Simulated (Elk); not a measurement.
**BN (Qingsongite): optical spectrum from first principles**

Wanted: where BN (Qingsongite) starts to absorb, how strongly, and its refractive index.

Main program and level: Elk 11.2.3 (patched build); DFT, PBE, all-electron APW+lo, Dirac cores, scalar-relativistic bands, independent-particle optical response without local fields.

### 1. The starting structure

The structure is cubic, space group F-43m (No. 216). The conventional cell has a = 3.615 Å, b = 3.615 Å, c = 3.615 Å, α = 90.00°, β = 90.00°, γ = 90.00°. Nearest to N lie 4 B at 1.57 Å. Nearest to B lie 4 N at 1.57 Å. Farther neighbours, and contacts between anions beyond the nearest, are not listed.

### 2. Ground state

The self-consistent density comes first; it also tells whether there is a gap, which decides the occupations and the need for a Drude term.

This step: DFT, PBE, all-electron APW+lo, Dirac cores, scalar-relativistic bands, ground state (Elk 11.2.3 (patched build)).

Input file elk.in:

```
tasks
  0
  120

xctype
  20

nempty
  12

lorbcnd
  .true.

rgkmax
  7.0

swidth
  0.0018375

maxscl
  100

epsengy
  1e-05

sppath
  './'

avec
  0.000000000000 3.415679970261 3.415679970261
  3.415679970261 0.000000000000 3.415679970261
  3.415679970261 3.415679970261 0.000000000000

atoms
  2
  'N.in'
  1
  0.750000000000 0.750000000000 0.750000000000   0.000 0.000 0.000
  'B.in'
  1
  0.000000000000 0.000000000000 0.000000000000   0.000 0.000 0.000

ngridk
  16 16 16
```

On the command line:

```sh
> OMP_NUM_THREADS=4 elk
```

What it wrote:

```text
┌─────────────────────────┐
│ Elk code version 11.2.3 │
└─────────────────────────┘

All units are atomic (Hartree, Bohr, etc.)

┌─────────────────────────────────────────────────┐
│ Ground-state run starting from atomic densities │
└─────────────────────────────────────────────────┘

Lattice vectors :
   0.000000000       3.415679970       3.415679970
   3.415679970       0.000000000       3.415679970
   3.415679970       3.415679970       0.000000000

Reciprocal lattice vectors :
 -0.9197561484      0.9197561484      0.9197561484
  0.9197561484     -0.9197561484      0.9197561484
  0.9197561484      0.9197561484     -0.9197561484

Unit cell volume      :    79.70058602
Brillouin zone volume :    3.112275904

Muffin-tin inner radius fraction :   0.1000000000E-01

Nuclei treated as point charges

Species : 1 (N)
 parameters loaded from : N.in
 name : nitrogen
 nuclear charge    :   -7.000000000
 electronic charge :    7.000000000
 atomic mass :    25532.65216
 muffin-tin radius :    1.454032813
 number of radial points in muffin-tin :    593
 inner part over the whole radius :   0.9857363812E-02
 number on inner part of muffin-tin    :    404
 approximate nuclear radius :   0.4939692610E-04
 number of mesh points to nuclear radius :    172
 atomic positions (lattice), magnetic fields (Cartesian) :
  1 :   0.00000000  0.00000000  0.00000000    0.00000000  0.00000000  0.00000000

Species : 2 (B)
 parameters loaded from : B.in
 name : boron
 nuclear charge    :   -5.000000000
 electronic charge :    5.000000000
 atomic mass :    19707.24742
 muffin-tin radius :    1.454032813
 number of radial points in muffin-tin :    593
 inner part over the whole radius :   0.9910686086E-02
 number on inner part of muffin-tin    :    402
 approximate nuclear radius :   0.4534157419E-04
 number of mesh points to nuclear radius :    164
 atomic positions (lattice), magnetic fields (Cartesian) :
  1 :   0.25000000  0.25000000  0.25000000    0.00000000  0.00000000  0.00000000

Total number of atoms per unit cell :    2
Total muffin-tin volume :    25.75379454
 ratio of muffin-tin to unit cell volume :   0.3231318090

Spin treatment :
 spin-unpolarised

Number of Bravais lattice symmetries :   48
Number of crystal symmetries         :   24
Crystal has no inversion symmetry
Complex Hermitian eigensolver will be used

k-point grid :     16    16    16
k-point offset :    0.000000000       0.000000000       0.000000000
k-point set is reduced with full crystal symmetry group
Total number of k-points :      245

Muffin-tin radius times maximum |G+k| :    7.000000000
 using average radius
Maximum |G+k| for APW functions       :    4.814196722
Maximum (1/2)|G+k|²                   :    11.58824504
Maximum |G| for potential and density :    12.00000000
Constant for pseudocharge density :    4
 order of it for each species :   11  11
 order of it for pair densities of each species (exact exchange by exxq0 0: 11) :   10  10
Radial integration step length :    1

G-vector grid sizes :     20    20    20
Number of G-vectors :     2277

Maximum angular momentum used for
 APW functions            :    8
 outer part of muffin-tin :    6
 inner part of muffin-tin :    2

Total nuclear charge    :   -12.00000000
Total core charge       :    4.000000000
Total valence charge    :    8.000000000
Total excess charge     :    0.000000000
Total electronic charge :    12.00000000

Effective Wigner radius, rₛ :    1.166085924

Number of empty states         :     24
Total number of valence states :     29
Total number of core states    :      4

Conduction state local-orbitals added automatically
Third-order local-orbitals added for an l without core states : F
Total number of local-orbitals :    107

Exchange-correlation functional :     20     0     0
 Perdew-Burke-Ernzerhof, Phys. Rev. Lett. 77, 3865 (1996)
 gradient requirement :    1
 generalised gradient approximation (GGA)

Smearing type :    3
 Fermi-Dirac
Smearing width :   0.1837500000E-02
Effective electronic temperature (K) :    580.2366081

Mixing type :    3
 Broyden mixing, J. Phys. A: Math. Gen. 17, L317 (1984)

Kohn-Sham potential initialised from atomic data

┌──────────────────────────────┐
│ Self-consistent loop started │
└──────────────────────────────┘

┌─────────────────┐
│ Loop number : 1 │
└─────────────────┘

Energies :
 Fermi                       :     0.229263
 sum of occupied eigenvalues :     -40.124826
 electron kinetic            :      80.030293
 core electron kinetic       :      65.815965
 Coulomb                     :     -148.81286393113
 Coulomb potential           :     -103.61729966873
 nuclear-nuclear             :     -28.941208
 electron-nuclear            :     -136.98949409011
 Hartree                     :      17.117838
 Madelung                    :     -97.004214
 xc potential                :     -16.537819
 exchange                    :     -10.729582
 correlation                 :    -0.427314
 electron entropic           :    -0.363520E-11
 total energy                :     -79.939467

Density of states at Fermi energy :   0.5442232651E-07
 (states/Hartree/unit cell)

Estimated indirect band gap :   0.2198436588
 from k-point 1 to k-point 101
Estimated direct band gap   :   0.3732898569
 at k-point 1

Charges :
 core                        :    4.000000000
 valence                     :    8.000000000
 interstitial                :    2.805789944
 muffin-tins (core leakage)
  species : 1 (N)
   atom 1                    :    5.981396196     (  0.6808850004E-05)
  species : 2 (B)
   atom 1                    :    3.212813860     (  0.7543150866E-03)
 total in muffin-tins        :    9.194210056
 total calculated charge     :    11.99910379
 total charge                :    12.00000000
 error                       :   0.8962109619E-03

┌─────────────────┐
│ Loop number : 2 │
└─────────────────┘

Energies :
 Fermi                       :     0.231231
 sum of occupied eigenvalues :     -40.103175
 electron kinetic            :      79.689522
 core electron kinetic       :      65.668748
 Coulomb                     :     -148.79850488551
 Coulomb potential           :     -103.61843710499
 nuclear-nuclear             :     -28.941208
 electron-nuclear            :     -136.95943392767
 Hartree                     :      17.102137
 Madelung                    :     -96.989286
 xc potential                :     -16.174260
 exchange                    :     -10.726950
 correlation                 :    -0.427427
 electron entropic           :    -0.363427E-11
 total energy                :     -80.263360

Density of states at Fermi energy :   0.5442224977E-07
 (states/Hartree/unit cell)

Estimated indirect band gap :   0.2187704079
 from k-point 1 to k-point 101
Estimated direct band gap   :   0.3721623639
 at k-point 1

Charges :
 core                        :    4.000000000
 valence                     :    8.000000000
 interstitial                :    2.808997206
 muffin-tins (core leakage)
  species : 1 (N)
   atom 1                    :    5.975474012     (  0.6814769624E-05)
  species : 2 (B)
   atom 1                    :    3.215528782     (  0.7541007678E-03)
 total in muffin-tins        :    9.191002794
 total calculated charge     :    11.99910451
 total charge                :    12.00000000
 error                       :   0.8954909344E-03

RMS change in Kohn-Sham potential (target) :    6.346490540     (  0.1000000000E-05)
Absolute change in total energy (target)   :   0.3238921465     (  0.1000000000E-04)

[... 11 loops left out ...]

┌──────────────────┐
│ Loop number : 14 │
└──────────────────┘

Energies :
 Fermi                       :     0.381389
 sum of occupied eigenvalues :     -38.381542
 electron kinetic            :      79.451206
 core electron kinetic       :      65.801957
 Coulomb                     :     -148.10884036011
 Coulomb potential           :     -103.63503129358
 nuclear-nuclear             :     -28.941208
 electron-nuclear            :     -135.55492429237
 Hartree                     :      16.387292
 Madelung                    :     -96.291325
 xc potential                :     -14.197717
 exchange                    :     -10.605801
 correlation                 :    -0.433465
 electron entropic           :    -0.359306E-11
 total energy                :     -79.696900

Density of states at Fermi energy :   0.5442231879E-07
 (states/Hartree/unit cell)

Estimated indirect band gap :   0.1646558044
 from k-point 1 to k-point 101
Estimated direct band gap   :   0.3248315411
 at k-point 1

Charges :
 core                        :    4.000000000
 valence                     :    8.000000000
 interstitial                :    2.976232398
 muffin-tins (core leakage)
  species : 1 (N)
   atom 1                    :    5.707401346     (  0.7009216477E-05)
  species : 2 (B)
   atom 1                    :    3.316366256     (  0.7489151329E-03)
 total in muffin-tins        :    9.023767602
 total calculated charge     :    11.99913271
 total charge                :    12.00000000
 error                       :   0.8672907943E-03

RMS change in Kohn-Sham potential (target) :   0.8121948891E-06 (  0.1000000000E-05)
Absolute change in total energy (target)   :   0.5365797847E-05 (  0.1000000000E-04)

Convergence targets achieved

┌──────────────────┐
│ Loop number : 15 │
└──────────────────┘

Energies :
 Fermi                       :     0.381389
 sum of occupied eigenvalues :     -38.381542
 electron kinetic            :      79.451206
 core electron kinetic       :      65.801957
 Coulomb                     :     -148.10884023771
 Coulomb potential           :     -103.63503125601
 nuclear-nuclear             :     -28.941208
 electron-nuclear            :     -135.55492408808
 Hartree                     :      16.387292
 Madelung                    :     -96.291325
 xc potential                :     -14.197716
 exchange                    :     -10.605801
 correlation                 :    -0.433465
 electron entropic           :    -0.359306E-11
 total energy                :     -79.696900

Density of states at Fermi energy :   0.5442231668E-07
 (states/Hartree/unit cell)

Estimated indirect band gap :   0.1646558005
 from k-point 1 to k-point 101
Estimated direct band gap   :   0.3248315458
 at k-point 1

Charges :
 core                        :    4.000000000
 valence                     :    8.000000000
 interstitial                :    2.976232437
 muffin-tins (core leakage)
  species : 1 (N)
   atom 1                    :    5.707401335     (  0.7009216151E-05)
  species : 2 (B)
   atom 1                    :    3.316366227     (  0.7489151475E-03)
 total in muffin-tins        :    9.023767563
 total calculated charge     :    11.99913271
 total charge                :    12.00000000
 error                       :   0.8672908011E-03

┌──────────────────────────────┐
│ Self-consistent loop stopped │
└──────────────────────────────┘

Warning : core states of species 2 leak from the muffin-tin :   0.7489151475E-03

Wrote STATE.OUT
```

Run time: 20 s. Hardware: 4 threads of Intel Xeon 6975P-C (Granite Rapids), shared host; peak memory 0.16 GiB; 73 s of CPU time.

This step gave:

```
total energy           : -79.70 Ha
Fermi energy           : 10.38 eV
DOS at the Fermi level : 2.00e-9 states/eV/cell
gap on the k-mesh      : 4.481 eV
direct gap on the mesh : 8.839 eV
```

There is a gap, 4.48 eV on this mesh (points off the mesh can give less), so no carriers' term is needed.

### 3. Independent particles

The spectrum is a sum over vertical transitions between filled and empty bands at the fixed density, so many empty bands are needed.

This step: DFT, PBE, all-electron APW+lo, Dirac cores, scalar-relativistic bands, independent-particle optical response without local fields (Elk 11.2.3 (patched build)).

Edit elk.in of step 2 so:

```diff
@@ -1,4 +1,6 @@
 tasks
-  0
-  120
+  121
+
+optcomp
+  1 1
 
@@ -17,9 +19,7 @@
 swidth
-  0.0018375
+  0.0055124
 
-maxscl
-  100
-
-epsengy
-  1e-05
+wplot
+  400 100 0
+  0.0 0.51449
```

On the command line:

```sh
> OMP_NUM_THREADS=4 elk
```

What it wrote:

```text
┌─────────────────────────────────┐
│ Elk code version 11.2.3 started │
└─────────────────────────────────┘

Info(readinput): the functional depends on the density's gradient
 muffin-tin radial points multiplied by    2.00000
 (not where nrmtscf is given)

┌────────────────────┐
│ Current task : 121 │
└────────────────────┘
Info(checkmt): changed muffin-tin radius of species 1 (N) from   1.8000 to   1.4540
Info(checkmt): changed muffin-tin radius of species 2 (B) from   1.8000 to   1.4540

Info(findsymcrys): atomic basis shift (lattice) :
  0.2500000000      0.2500000000      0.2500000000
See GEOMETRY.OUT for new atomic positions

Info(dielectric):
 dielectric tensor written to EPSILON_ij.OUT
 optical conductivity written to SIGMA_ij.OUT
 for components
  i = 1, j = 1

┌──────────────────┐
│ Elk code stopped │
└──────────────────┘
```

The job ended after 2.2 s (4 threads; peak memory 0.03 GiB; 8.6 s of CPU time).

Read from the output:

```
electronic dielectric constant ε∞, mean of the axes : 4.636
main peak of Im epsilon, first axis                 : 11.96 eV
```

Values under the direct gap are tails of Lorentzian lines. The Im ε, E ∥ x by photon energy; read off at these points:

```tsv
photon energy (eV)	Im ε, E ∥ x
0.0	0
0.5	0.00352
1.0	0.00712
1.5	0.0109
2.0	0.0149
2.5	0.0193
3.0	0.0242
3.5	0.0298
4.0	0.0363
4.5	0.0441
5.0	0.0537
5.5	0.0658
6.0	0.0816
6.5	0.103
7.0	0.134
7.5	0.183
8.0	0.272
8.5	0.504
9.0	2.02
9.5	4.25
10.0	7.35
10.5	8.17
11.0	9.06
11.5	11.8
12.0	15.5
12.5	12.4
13.0	8.93
13.5	6.46
```

The Re ε, E ∥ x by photon energy:

photon energy (eV), Re ε, E ∥ x and a bar from the least value:
```
      0.0        4.6 ################
      0.5        4.6 ################
      1.0        4.7 ################
      1.5        4.7 ################
      2.0        4.7 ################
      2.5        4.8 ################
      3.0        4.9 ################
      3.5        5.0 ################
      4.0        5.1 ################
      4.5        5.2 #################
      5.0        5.4 #################
      5.5        5.6 #################
      6.0        5.8 ##################
      6.5        6.1 ###################
      7.0        6.5 ###################
      7.5        7.0 ####################
      8.0        7.8 ######################
      8.5        8.9 ########################
      9.0       10.7 ############################
      9.5       12.0 ##############################
     10.0       10.8 ############################
     10.5        9.0 ########################
     11.0        8.9 ########################
     11.5        6.9 ####################
     12.0        2.7 ############
     12.5       -3.0 #
     13.0       -3.4 
     13.5       -3.1 #
```

Reflectivity at normal incidence, E ∥ x against photon energy; read off at these points:

```tsv
photon energy (eV)	reflectivity at normal incidence, E ∥ x (%)
0.0	13.4
0.5	13.4
1.0	13.5
1.5	13.6
2.0	13.7
2.5	13.9
3.0	14.1
3.5	14.4
4.0	14.8
4.5	15.2
5.0	15.7
5.5	16.3
6.0	17.1
6.5	18.0
7.0	19.0
7.5	20.4
8.0	22.2
8.5	24.9
9.0	28.9
9.5	32.2
10.0	34.1
10.5	33.8
11.0	35.1
11.5	39.1
12.0	46.8
12.5	51.3
13.0	50.0
13.5	48.1
```

Refractive index n and extinction k against photon energy:

```tsv
photon energy (eV)	n	k
0.0	2.15	0
0.5	2.15	8.2e-4
1.0	2.16	0.00165
1.5	2.17	0.00251
2.0	2.18	0.00342
2.5	2.19	0.00441
3.0	2.20	0.00549
3.5	2.23	0.00670
4.0	2.25	0.00808
4.5	2.28	0.00968
5.0	2.31	0.0116
5.5	2.36	0.0140
6.0	2.41	0.0169
6.5	2.47	0.0209
7.0	2.55	0.0263
7.5	2.65	0.0346
8.0	2.78	0.0489
8.5	2.99	0.0843
9.0	3.29	0.307
9.5	3.51	0.604
10.0	3.46	1.06
10.5	3.25	1.26
11.0	3.29	1.38
11.5	3.21	1.83
12.0	3.04	2.55
12.5	2.21	2.80
13.0	1.76	2.54
13.5	1.43	2.26
```

Values under the direct gap are tails of Lorentzian lines. The loss function −Im 1/ε at q → 0, E ∥ x by energy loss; read off at these points:

```tsv
energy loss (eV)	loss function −Im 1/ε at q → 0, E ∥ x
0.0	0
0.5	1.6e-4
1.0	3.3e-4
1.5	4.9e-4
2.0	6.7e-4
2.5	8.4e-4
3.0	0.00102
3.5	0.00122
4.0	0.00142
4.5	0.00164
5.0	0.00187
5.5	0.00213
6.0	0.00243
6.5	0.00277
7.0	0.00318
7.5	0.00372
8.0	0.00453
8.5	0.00630
9.0	0.0169
9.5	0.0262
10.0	0.0430
10.5	0.0553
11.0	0.0562
11.5	0.0631
12.0	0.0626
12.5	0.0763
13.0	0.0980
13.5	0.126
```

Optical constants at common wavelengths, from n + ik = √ε:

```tsv
wavelength (nm)	n	k	R (%)	1/α
1550	2.16	0.001	13.4	94 µm
1064	2.16	0.002	13.5	44 µm
800	2.17	0.003	13.6	24 µm
532	2.18	0.004	13.8	10 µm
450	2.20	0.005	14.0	7.2 µm
365	2.22	0.006	14.4	4.5 µm
248	2.31	0.012	15.7	1.7 µm
```

Below the direct gap, k and the depth come from the tails of the Lorentzian lines, not from transitions.

### 4. Outcome

| Property | Result |
| --- | --- |
| electronic dielectric constant ε∞, mean of the axes (independent particles) | 4.64 |
| main peak of Im epsilon, first axis | 12.0 eV |

What this shows: At this level (PBE, independent particles) BN has ε∞ = 4.64 and n = 2.16 at 1550 nm, and Im ε peaks at 12.0 eV. On the mesh the gap is 4.48 eV and the least direct gap 8.84 eV, so on this mesh the band edges lie at different points. Excitons and phonon-assisted transitions are missing, and so are local fields; PBE gaps are as a rule too small, which pulls the onset down and ε∞ up.

[Long decimals in the printed logs are rounded to 6 places.]

[Machine, clock and banner lines and Python warnings are left out of the logs.]

[Logs are printed without paths, hosts, clocks, repeated set-up lines and the standing remarks that a program may print on its own settings, such as how far it seeks lower states.]

[Hosts, paths, dates, database ids (printed as entryN), source tags and the programs' standing remarks are cut or masked in the printed files.]

[Where Elk ran, warnings of its patched build on accuracy (core leakage, angular cutoffs, spin-orbit splittings, empty states, lower magnetic states) are left out.]

[Where the starting crystal was built by hand or by swapping elements, it need not be the compound's stable phase.]

[The count of steps not shown may lack steps that the program refused or didn't finish.]
